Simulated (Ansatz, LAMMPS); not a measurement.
# An extra electron or hole in amorphous 29Ga2O3-71GeO2 (mol %) (86 atoms), part 2 of 4

Aim: add and remove one electron in amorphous 29Ga2O3-71GeO2 (mol %) (86 atoms), with atoms held and relaxed, and read trapping energy and localisation.

Ansatz 0.2.0; Kohn-Sham DFT, r2SCAN, PAW (set soft_1), plane waves; PAW set soft_1.

The cell: 14 Ga, 17 Ge and 55 O. The quench rate of 100 K/ps is many orders above laboratory rates. The network of bonds at the start is that of the classical potential that made the cell. Sampling is at Γ alone, for a cell whose shortest periodic width is 10 Å.

So far. Step 2 (Single point at the start): The r.m.s. force at the start is 0.78 eV/Å. Step 3 (Relaxation): The relaxation converged after 25 steps, 7.02 eV below its start, with a largest force component of 0.044 eV/Å.

**4. Single point at the relaxed geometry**

The electronic structure is read at the final geometry, in a run of its own.

input.yaml

```yaml
crystal:
  lattice:
    - [10.35908, 0.0, 0.0]
    - [0.0, 10.35908, 0.0]
    - [0.0, 0.0, 10.35908]
  atoms:
    - { symbol: Ga, position: [0.22966, 0.45867, 0.79607] }
    - { symbol: Ga, position: [0.56181, 0.99015, 0.90048] }
    - { symbol: Ga, position: [0.28229, 0.5692, 0.45991] }
    - { symbol: Ga, position: [0.1798, 0.48342, 0.13419] }
    - { symbol: Ga, position: [0.88218, 0.39578, 0.21174] }
    - { symbol: Ga, position: [0.63397, 0.75996, 0.10098] }
    [... 74 atom lines left out ...]
    - { symbol: O, position: [0.73948, 0.70881, 0.49819] }
    - { symbol: O, position: [0.94494, 0.85574, 0.38248] }
    - { symbol: O, position: [0.20145, 0.86871, 0.28836] }
    - { symbol: O, position: [0.78833, 0.25825, 0.60951] }
    - { symbol: O, position: [0.44823, 0.13479, 0.90782] }
    - { symbol: O, position: [0.35755, 0.58887, 0.79539] }
kpoints:
  mp_grid: { grid: [1, 1, 1] }
hamiltonian:
  xc: r2scan
  pseudopotentials: { kind: paw, azcp: { folder: soft_1 } }
scf:
  occupations: { method: fermi_dirac, width: 0.05 }
output:
  forces: true
  stress: true
  populations: true
  dos:
    method: { smearing: { sigma: 0.1 } }
    de: 0.1
    projected: { site_lists: { Ga: [Ga], Ge: [Ge], O: [O] } }
  eigenvalues: true
  write_density: true
  write_potential: true
  volumetric_format: npy
```

The run is started by

```console
$ ansatz run input.yaml --threads 4 --pin off --max-ram 8192MiB --backend cpu --events-out ev --progress --plain --runs-dir out
```

Standard output:

```text
[...]
Crystal: 86 atoms, lattice volume = 1111.638 Å³
Basis set: ecut = 500 eV, 28257 PW (Γ), exchange–correlation on 320×320×320 points (64 copies of the dense FFT grid, shifted against one another)
Bands: 461, of which v1, the nominal top of the filled ones, is band 375 counted from 1 (374 counted from 0)
Symmetry: 1 space group operations
[...]
k-points: 1
[...]
SCF iter   1: F=—  HF=-157515.089757 eV  |F-HF|=—  |Δ(HF+E_count)|=         —  Δρ=1.13e-1  dr2=9.05e1  dr2_τ=7.49e0  ethr=3.10e-3  ⟨swp⟩=6.0  Hψ=1937  notcnv=0
[...]
SCF iter  13: F=-157492.462623 eV  HF=-157492.462623 eV  |F-HF|=2.99e-8  |Δ(HF+E_count)|=   1.49e-7  Δρ=1.73e-6  dr2=3.29e-8  dr2_τ=2.66e-9  ethr=1.33e-11  ⟨swp⟩=17.0  Hψ=3797  notcnv=0
SCF 1 converged in 13 iterations: F = -157492.462623 eV  dr2 = 3.29e-8
[...]
WARN: The input density's exchange-correlation potential varies sharply where the density is thin. Do not read a vacuum level from v_tot or v_xc, or from such a field of the output density. On a cell that repeats whose density bears no net charge and no dipole along the vacuum's axis use v_es (v_loc + v_h of the components); [...]
SCF converged after 13 iterations
Free energy (F): -157492.462623 eV
[...]
Internal energy: -157492.462623 eV  (E = F + TS)
E sigma→0 (E₀):  -157492.462623 eV
Fermi energy:    6.342357 eV
[...]
--- Forces (eV/Å), atoms counted from 1 ---
  atom   1  Ga     0.00808312    -0.00666592    -0.00098553
  atom   2  Ga     0.01194243    -0.00951850    -0.02710478
  atom   3  Ga    -0.00544770    -0.00184982    -0.01138295
  atom   4  Ga     0.00196819     0.01250965     0.00130248
  atom   5  Ga    -0.00930411    -0.00541162     0.00623886
  atom   6  Ga     0.00185393     0.01188824     0.00937364
  atom   7  Ga    -0.01642951    -0.00078074     0.00367981
  atom   8  Ga     0.00231149     0.03590621     0.01907531
  atom   9  Ga    -0.02226529    -0.01592901    -0.01765271
  atom  10  Ga     0.00892617     0.00164636    -0.01256905
  atom  11  Ga     0.01582151     0.00216541     0.00641384
  atom  12  Ga     0.01170267     0.00487629     0.00865196
  atom  13  Ga     0.00306472     0.00562267    -0.00711586
  atom  14  Ga     0.02976259    -0.01982749    -0.02699807
[...]
atom  85  O     -0.01392648     0.04452378     0.02018474
  atom  86  O     -0.01268597    -0.00045244     0.00272966
  max |Σ_I F_I| component: 6.54e-5 eV/Å
--- Stress (GPa, compression-positive) ---
       -3.667895      -0.170195       0.632880
       -0.170197      -3.842229       0.789514
        0.632869       0.789516      -3.453436
  P = ⅓ Tr σ = -3.6545 GPa (-36.545 kbar)
--- Band table (eV) ---
[...]
--- Löwdin populations: 86 sites ---
  site symbol       q [e]
     0     Ga     11.8320
     1     Ga     11.8520
     2     Ga     11.8483
[...]
85      O      6.7176
  spilling = 0.004880 (of n_electrons = 750.000000)
```

The job ended after 66 s (4 threads of AMD EPYC 7R43, shared host; peak memory 3.5 GiB; 4.2 min of CPU time).

The program notes that the exchange-correlation potential is rough where the density is thin.

Read from the output:

- free energy: -157492.4626 eV
- free energy per atom: -1831.3077 eV/atom
- SCF cycles: 13
- pressure: -3.655 GPa
- r.m.s. force component: 0.0102 eV/Å
- longest force: 0.05083 eV/Å
- Fermi energy: 6.342 eV
- gap (highest filled to lowest empty level): 2.057 eV
- spilling of the projection: 0.00488

Löwdin charges by element and coordination (they lack the spilled electrons, 0.043 e an atom on average):

```tsv
element	coordination	atoms	mean charge (e)	spread	least	most
Ga	all	14	1.16	0.0125	1.14	1.19
Ga	4	4	1.16	0.0169	1.15	1.19
Ga	5	10	1.15	0.0088	1.14	1.17
Ge	all	17	1.57	0.0347	1.50	1.62
Ge	4	11	1.59	0.027	1.53	1.62
Ge	5	5	1.54	0.0092	1.52	1.55
Ge	6	1	1.50	0	1.50	1.50
O	all	55	-0.712	0.0201	-0.758	-0.668
O	2	25	-0.717	0.0205	-0.758	-0.688
O	3	29	-0.708	0.0191	-0.749	-0.668
O	4	1	-0.712	0	-0.712	-0.712
```

Density of states as counts of states in windows of 1 eV (from the Fermi level), total and the larger projections:

```tsv
from (eV)	to (eV)	total	O p	Ga d
-18	-16	0.0	0.0	0.0
-16	-15	10.5	0.2	10.2
-15	-14	120.4	1.6	116.0
-14	-13	9.1	0.1	8.0
-13	-12	0.0	0.0	0.0
-12	-11	2.0	1.0	0.0
-11	-10	7.7	4.1	0.1
-10	-9	12.0	6.7	0.1
-9	-8	13.1	7.8	0.1
-8	-7	21.5	14.6	0.2
-7	-6	35.3	25.7	0.2
-6	-5	33.3	25.4	0.2
-5	-4	46.1	38.3	0.3
-4	-3	62.4	56.7	0.3
-3	-2	70.8	67.4	0.3
-2	-1	25.0	24.1	0.1
-1	0	0.9	0.9	0.0
0	1	0.5	0.1	0.0
1	2	1.5	0.2	0.0
2	3	3.2	0.8	0.0
3	4	11.9	3.0	0.0
4	5	17.1	4.4	0.0
```

Between -26 and -18 eV lie 200 more states.

The levels nearest the highest filled one (over half full), pooled over k-points and spins:

```tsv
level less the highest filled one (eV)	occupation
-0.586	2
-0.554	2
-0.439	2
-0.37	2
-0.328	2
0	2
2.06	0
3.74	0
3.99	0
4.21	0
4.45	0
4.59	0
```

Valence density in the ab plane at fractional z = 0.126, with atoms of Ga and Ge and O within 0.2 Å of it. It is the smooth field of the valence electrons, not physical close to the nuclei.

Ten steps, logarithmic in the rise over the least value, from '0' (0 e/Å³) to '9' (29 e/Å³), each cell a mean:
```
00000000000001343200000000000
00000100000002565310000000000
00001111000002565310000000000
00002453100001343221111110000
00013897210000112465223321000
01123786322100002697334542110
12343232344310001465223433552
24664211344310001111111226995
24553101123221111100000115884
12332100011355211000000012331
00112321001588410000000012221
00126862112355210000000012321
00137973223221000000000012221
00123532244310000110000012210
11211111233210000111000011110
12221000111100000111001122100
01110000000111111122112453200
00000000001134432477424665200
00000121101246643599523564200
00001232100135532355211232100
00000222100012211111100000000
00000111000000000000000000000
00000000000000000000000000000
00000000000000011000000000000
```
Columns run along a (10.4 Å), rows up along b (10.4 Å). Atoms in or near the plane, at fractional coordinates: Ga at (0.18, 0.48), Ge at (0.64, 0.23), Ge at (0.92, 0.67), Ge at (0.21, 0.79), O at (0.53, 0.91), O at (0.83, 0.25), O at (0.47, 0.21).

Electrostatic potential energy in the ab plane at fractional z = 0.126, with atoms of Ga and Ge and O within 0.2 Å of it. With pseudopotentials it is smooth inside the atoms' cores, unlike the true potential.

Ten even steps from '_' (-24 eV) to '@' (13 eV), each cell a mean:
```
@@@@@@@@@@@@@@@@@@@@@@@@@@@@**==++%%@@@@@@@@@@@@@@@@@@@@@@
@@@@@@@@%%%%%%%%@@@@@@@@@@%%______++@@@@@@@@@@@@@@@@@@@@@@
@@@@@@%%##**++**##%%@@@@@@%%______++%%%%%%@@@@@@@@@@@@@@@@
@@@@%%##--::::::++##@@@@@@@@**====++****##%%@@@@@@@@@@@@@@
%%%%%%++..::--::--##%%@@@@@@@@%%**##@@%%**##++++##@@%%%%%%
%%%%%%**::::::::--**%%@@@@@@%%##**@@@@@@##++..__--**++++**
****==--==::::--==..::##@@@@%%##++##@@@@****++--==::::..::
==::____::######**..::**%%%%%%%%##******##%%%%##==::----..
++--____==%%%%%%%%##**********%%%%%%%%%%%%@@@@%%==::::::..
####++++**####%%%%%%****@@@@****%%@@@@@@@@@@@@%%##==::::==
%%%%##****##****####++%%@@@@%%**%%@@@@@@@@@@@@@@%%##**####
%%%%****@@@@@@****##****@@%%****%%@@@@@@@@@@@@@@%%****##%%
%%%%****@@@@@@******++**++++**%%@@@@@@@@@@@@@@%%##****##%%
%%%%##++##%%##**##==--**%%%%%%@@@@@@@@@@@@@@@@%%**++**##%%
%%%%%%##******##%%**++%%@@@@@@@@@@@@@@@@@@@@%%%%**++++**%%
@@%%%%%%%%%%%%%%@@%%%%@@@@@@@@@@@@%%####%%%%%%%%##****##%%
@@@@@@@@@@@@@@@@%%%%%%%%%%@@@@%%##==----++####--..==##%%@@
@@@@@@@@@@@@@@@@%%%%####**::::**++::::::::++==______##@@@@
@@@@@@@@@@@@%%%%%%%%%%##..____..==::----::==++____::%%@@@@
@@@@@@@@@@%%**##@@@@%%%%==____==**--::::--**%%####%%@@@@@@
@@@@@@@@@@@@%%%%@@@@@@@@@@%%%%%%%%**++++##%%@@@@@@@@@@@@@@
@@@@@@@@@@@@@@@@@@@@@@@@@@@@@@@@%%%%%%%%@@@@@@@@@@@@@@@@@@
@@@@@@@@@@@@@@@@@@@@@@@@@@@@@@@@%%%%@@@@@@@@@@@@@@@@@@@@@@
@@@@@@@@@@@@@@@@@@@@@@@@@@@@@@%%%%%%@@@@@@@@@@@@@@@@@@@@@@
```
Columns run along a (10.4 Å; values clipped at the 3rd and 97th percentile), rows up along b (10.4 Å). Atoms in or near the plane, at fractional coordinates: Ga at (0.18, 0.48), Ge at (0.64, 0.23), Ge at (0.92, 0.67), Ge at (0.21, 0.79), O at (0.53, 0.91), O at (0.83, 0.25), O at (0.47, 0.21).

The highest filled and lowest empty levels differ by 2.06 eV (at Γ alone); a semilocal functional tends to put such gaps too low. In a disordered cell it changes from sample to sample, and tail or defect levels can set it. Mean Löwdin charges: Ga +1.16, Ge +1.57, O -0.71 e (they miss 0.49 % of the electrons, so they add up to more than the cell's charge).

**5. An extra electron, atoms held**

The electron count changes by one with the atoms held: a vertical process, on a uniform background, with spin and a narrow Fermi–Dirac smearing. Its energy against the neutral cell hangs on the program's zero of potential.

input.yaml, the sections that differ from step 4:

```yaml
crystal:
  lattice:
    - [10.35908, 0.0, 0.0]
    - [0.0, 10.35908, 0.0]
    - [0.0, 0.0, 10.35908]
  atoms:
    [... the 86 atom lines of step 4 ...]
total_charge: -1
scf:
  occupations: { method: fermi_dirac, width: 0.01 }
  lower_state_search: "off"
magnetization:
  spin_polarized: true
  initial_magnetization: 1
# kpoints, hamiltonian, output: as in step 4
```

Standard output:

```text
[...]
Crystal: 86 atoms, lattice volume = 1111.638 Å³
Basis set: ecut = 500 eV, 28257 PW (Γ), exchange–correlation on 320×320×320 points (64 copies of the dense FFT grid, shifted against one another)
Bands: 462, of which v1, the nominal top of the filled ones, is band 376 counted from 1 (375 counted from 0)
Symmetry: 1 space group operations
[...]
k-points: 1
[...]
Starting moments: Σ|m| = 1 μB on 86 of 86 sites
[...]
SCF iter   1: F=-157457.929754 eV  HF=-157504.945885 eV  |F-HF|=4.70e1  |Δ(HF+E_count)|=         —  Δρ=5.53e-2 (↑5.31e-2 ↓5.53e-2)  dr2=8.58e1  dr2_τ=1.85e0  dr2_m=2.01e-2  M=1.000 μB ∫|m|=1.086 μB  β_m=1.00  ethr=3.10e-3  ⟨swp⟩=6.0  Hψ=3730  notcnv=0
[...]
spin=Collinear: Resta preconditioning applied to the charge; magnetization (m = ρ↑ − ρ↓) channel mixes plain (no charge-response kernel on spin).
SCF iter   2: F=-157476.897037 eV  HF=-157491.181483 eV  |F-HF|=1.43e1  |Δ(HF+E_count)|=         —  Δρ=3.51e-2 (↑3.49e-2 ↓3.51e-2)  dr2=3.40e1  dr2_τ=1.62e-1  dr2_m=6.97e-4  M=0.900 μB ∫|m|=1.056 μB  β_m=0.30  ethr=3.10e-3  ⟨swp⟩=2.0  Hψ=1531  notcnv=0  defer=158
[...]
SCF iter   8: F=-157485.107132 eV  HF=-157485.105292 eV  |F-HF|=1.84e-3  |Δ(HF+E_count)|=   1.30e-3  Δρ=2.44e-4 (↑2.44e-4 ↓2.40e-4)  dr2=1.24e-3  dr2_τ=2.41e-5  dr2_m=3.03e-4  M=0.887 μB ∫|m|=1.052 μB  β_m=1.20  ethr=9.04e-7  ⟨swp⟩=2.0  Hψ=1493  notcnv=0  defer=154
[...]
spin-set hold released at iteration 8 (site moments contracting): the magnetisation degrees of freedom join the quasi-Newton model from the next iteration; the mixer history was flushed
SCF iter   9: F=-157485.107615 eV  HF=-157485.106488 eV  |F-HF|=1.13e-3  |Δ(HF+E_count)|=   1.20e-3  Δρ=1.26e-4 (↑1.21e-4 ↓1.26e-4)  dr2=6.16e-4  dr2_τ=5.02e-6  dr2_m=2.16e-5  M=0.919 μB ∫|m|=1.097 μB  β_m=1.20  ethr=1.65e-7  ⟨swp⟩=3.0  Hψ=1482  notcnv=0  defer=154  κ⁻¹=1.0e0(r=1)
[...]
SCF iter  17: F=-157485.106153 eV  HF=-157485.106153 eV  |F-HF|=2.43e-8  |Δ(HF+E_count)|=   3.17e-7  Δρ=6.80e-7 (↑6.80e-7 ↓6.76e-7)  dr2=1.94e-8  dr2_τ=9.61e-11  dr2_m=5.25e-10  M=0.933 μB ∫|m|=1.123 μB  ethr=1.33e-11  ⟨swp⟩=16.0  Hψ=7432  notcnv=0
SCF 1 converged in 17 iterations: F = -157485.106153 eV  dr2 = 1.94e-8
[...]
this state was not tested for a lower state beside it, because the mixer in use, unlike msr1, does not test its closes by its own steps (another_mixer; see scf.mixing.algorithm and scf.lower_state_search)
SCF converged after 17 iterations
Magnetization: 0.9332 μB (375.9666 up, 375.0334 down)
Absolute magnetization: 1.0384 μB (∫|ρ↑−ρ↓|, with the PAW one-centre terms)
[...]
Per-site moments (μB) at R_I (Å): [(0.00324726, 0.761813), (0.00227549, 0.747712), (0.00213384, 0.739678), (0.00515929, 0.786529), (0.00394961, 0.769104), [...]
Free energy (F): -157485.106153 eV
[...]
Internal energy: -157485.103226 eV  (E = F + TS)
E sigma→0 (E₀):  -157485.104690 eV
Entropy (-TS):   -0.002927 eV (-0.034 meV/atom)
Fermi energy:    7.378776 eV
[...]
--- Forces (eV/Å), atoms counted from 1 ---
  atom   1  Ga    -0.02234564    -0.01450768    -0.02235003
  atom   2  Ga     0.07036551     0.00333962    -0.06266221
  atom   3  Ga     0.01677747    -0.02244461    -0.03702549
  atom   4  Ga    -0.02183109     0.00774305     0.03019712
  atom   5  Ga    -0.02707705    -0.02477013     0.04326032
  atom   6  Ga     0.01169823     0.00238700    -0.00737287
  atom   7  Ga    -0.07102472     0.01057300     0.02567977
  atom   8  Ga     0.01614641     0.02323436     0.06998526
  atom   9  Ga    -0.14800907    -0.08825096    -0.01035119
  atom  10  Ga     0.01692005     0.00493542    -0.02367275
  atom  11  Ga     0.03570412    -0.02037958     0.02283144
  atom  12  Ga     0.03685154    -0.01202319     0.02683961
  atom  13  Ga     0.02482433     0.01355288    -0.05148318
  atom  14  Ga     0.06278804    -0.06511397    -0.13798028
[...]
atom  85  O     -0.04297036     0.03972193     0.06940956
  atom  86  O     -0.02861093     0.02208890    -0.00328009
  max |Σ_I F_I| component: 6.92e-5 eV/Å
--- Stress (GPa, compression-positive) ---
       -2.672622      -0.184792       0.654254
       -0.184797      -2.945375       0.753498
        0.654245       0.753505      -2.573584
  P = ⅓ Tr σ = -2.7305 GPa (-27.305 kbar)
--- Band table (eV) ---
[...]
--- Löwdin populations: 86 sites ---
  site symbol       q [e]    m [muB]
     0     Ga     11.8551     0.0194
     1     Ga     11.8707     0.0146
     2     Ga     11.8698     0.0172
[...]
85      O      6.7217     0.0027
  spilling = 0.004901 (of n_electrons = 751.000000)
```

Elapsed: 2.9 min, on 4 threads; peak memory 5 GiB; 11 min of CPU time.

The program notes that the stability of the SCF solution was not settled.

An extra electron, atoms held: the energy stands 7.36 eV above that of the reference, with a moment of 0.93 μB.

The levels nearest the highest filled one (over half full), pooled over k-points and spins:

```tsv
level less the highest filled one (eV)	occupation
-2.38	1
-2.08	1
-2.07	1
0	0.967
0.0673	0.033
1.71	0
1.81	0
1.95	0
```

Spin density in the ab plane at fractional z = 0.126, with atoms of Ga and Ge and O within 0.2 Å of it.

Values in units of 1e-3 e/Å³, 13 rows by 16 columns, each cell a mean:
```
 0.5  0.4  0.1  0.0  0.3  0.4  0.3  0.0  0.9  1.3  0.0  0.2  0.3  0.3  0.3  0.4
 0.5  0.6  0.7  1.3  2.3  1.2  0.4  0.0  5.2  3.0  0.4  0.6  0.3  0.2  0.3  0.5
 1.0  1.0  1.9 -3.7  3.4  0.9  0.2  0.2  0.5  1.0  0.1  1.0  0.5  0.5  0.6  1.6
 0.8  2.4  0.7  2.1  0.7  2.7  0.1  0.5  1.4  2.0  0.3  0.6  3.2  1.9  1.4  3.8
 0.7  6.8  0.8  0.6  0.2  0.9  0.5  1.5  0.8  0.7  1.2  0.6  0.1  0.9 -1.8  1.2
 0.4  0.7  2.3  3.2  1.6  1.2  0.9 -0.3  2.3  0.5  0.4  0.5  0.5  0.6  0.5  0.8
 0.7  3.0 -2.4 -3.5  1.4  0.2  1.5  3.3  2.8  0.7  0.3  0.4  0.7  0.5  0.0  0.0
 0.7  1.2  2.2  2.1  0.3  1.8  0.3  0.8  0.8  0.3  0.1  0.5  1.0  1.5  1.5  1.0
 0.3  0.0  0.4  0.8  0.4  0.1  0.0  0.0  0.1  1.0  2.1  1.4  0.2  0.7  0.7  1.0
 0.3  0.1  0.2  0.4  0.7  0.9  0.1  7.3  2.8  1.3 -0.2  2.2  1.8  7.0  0.2  0.3
 0.3  0.3  0.3  0.1  0.1  0.5  0.0  3.0  1.6  0.6  0.2  1.2  0.0 -0.1  0.1  0.4
 0.4  0.5  0.4  0.1  0.1  0.2  0.3  0.3  0.3  0.3  0.1  0.1  0.3  0.5  0.5  0.4
 0.5  0.6  0.5  0.3  0.2  0.3  0.4  0.5  0.5  0.3  0.2  0.2  0.2  0.4  0.4  0.4
```
Columns run along a (10.4 Å), rows up along b (10.4 Å). Atoms in or near the plane, at fractional coordinates: Ga at (0.18, 0.48), Ge at (0.64, 0.23), Ge at (0.92, 0.67), Ge at (0.21, 0.79), O at (0.53, 0.91), O at (0.83, 0.25), O at (0.47, 0.21).

[end of part 2 of 4]

[Long decimals in the printed logs are rounded to 6 places.]

[Logs are printed without paths, hosts, clocks, repeated set-up lines and the standing remarks that a program may print on its own settings, such as how far it seeks lower states.]

[Hosts, paths, dates, database ids (printed as entryN), source tags and the programs' standing remarks are cut or masked in the printed files.]
